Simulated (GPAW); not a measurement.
The Cu L₃ edge of atom 1 in LiCuS2 (C2/m), with 4 S at 2.24 Å (distorted square planar, site symmetry 2/m), was computed in 2 ways: excited-electron core hole (neutral cell) and no core hole. Program and functional: GPAW, LDA, Gaussian full width 0.9 eV up to 4 eV, rising linearly to 3.5 eV at 25 eV; cells of 4 and 12 atoms (the run without a hole in the smaller).

Each run is counted from its own lowest empty level or Fermi level and scaled to a mean of 1 over its first 20 eV.

```csv
E (eV),run 1,run 2
-2.0,0.00,0.00
-1.0,0.02,0.01
0.0,1.41,1.64
1.0,0.91,3.86
2.0,0.06,0.95
3.0,0.16,0.04
4.0,1.12,0.66
5.0,0.96,0.92
6.0,1.11,1.05
7.0,1.07,0.98
8.0,1.11,0.93
9.0,1.14,0.94
10.0,1.15,0.92
11.0,1.14,0.91
12.0,1.16,0.88
13.0,1.16,0.87
14.0,1.01,0.77
15.0,0.93,0.67
16.0,1.00,0.68
17.0,1.09,0.71
18.0,1.13,0.73
19.0,1.13,0.75
20.0,1.11,0.74
21.0,1.12,0.71
22.0,1.18,0.71
23.0,1.30,0.76
24.0,1.43,0.84
25.0,1.51,0.93
26.0,1.54,0.98
27.0,1.53,1.00
28.0,1.48,0.98
29.0,1.42,0.95
30.0,1.35,0.91
31.0,1.30,0.87
32.0,1.28,0.84
```

Q: Which run is which?

Run 1: excited-electron core hole (neutral cell) (area from −2 to 6 eV 5.2, main maxima 0.4 eV (1.87), 10.4 eV (1.16), 12.6 eV (1.18) and 26.1 eV (1.54)). Run 2: no core hole (area from −2 to 6 eV 8.8, main maxima 0.7 eV (4.25), 6.1 eV (1.06) and 26.8 eV (1.00)). With each curve scaled to its own mean, the area from −2 to 6 eV with the hole is 5.2 against 8.8, and the centre of weight from −1 to 20 eV moves by +2.4 eV (first and strongest maxima below 20 eV: 0.7 eV (4.25) and 6.1 eV (1.06) without the hole, 0.4 eV (1.87), 10.4 eV (1.16) and 12.6 eV (1.18) with it): the near-edge weight falls against the higher-lying part.

[Banner, clock and machine lines of the logs are left out without a mark of their own.]

[Logs are printed without paths, hosts, clocks, repeated set-up lines and the standing remarks that a program may print on its own settings, such as how far it seeks lower states.]

[Hosts, paths, dates, database ids (printed as entryN), source tags and the programs' standing remarks are cut or masked in the printed files.]

[Lists of maxima count a maximum above −3 eV only where it reaches 4 % of the highest in the window and stands out from its surroundings by 2 % of it (1.5 % where it reaches 55 %); shoulders and weaker maxima are passed over, and of the rest the first, up to two pre-edge ones and the few strongest are named.]
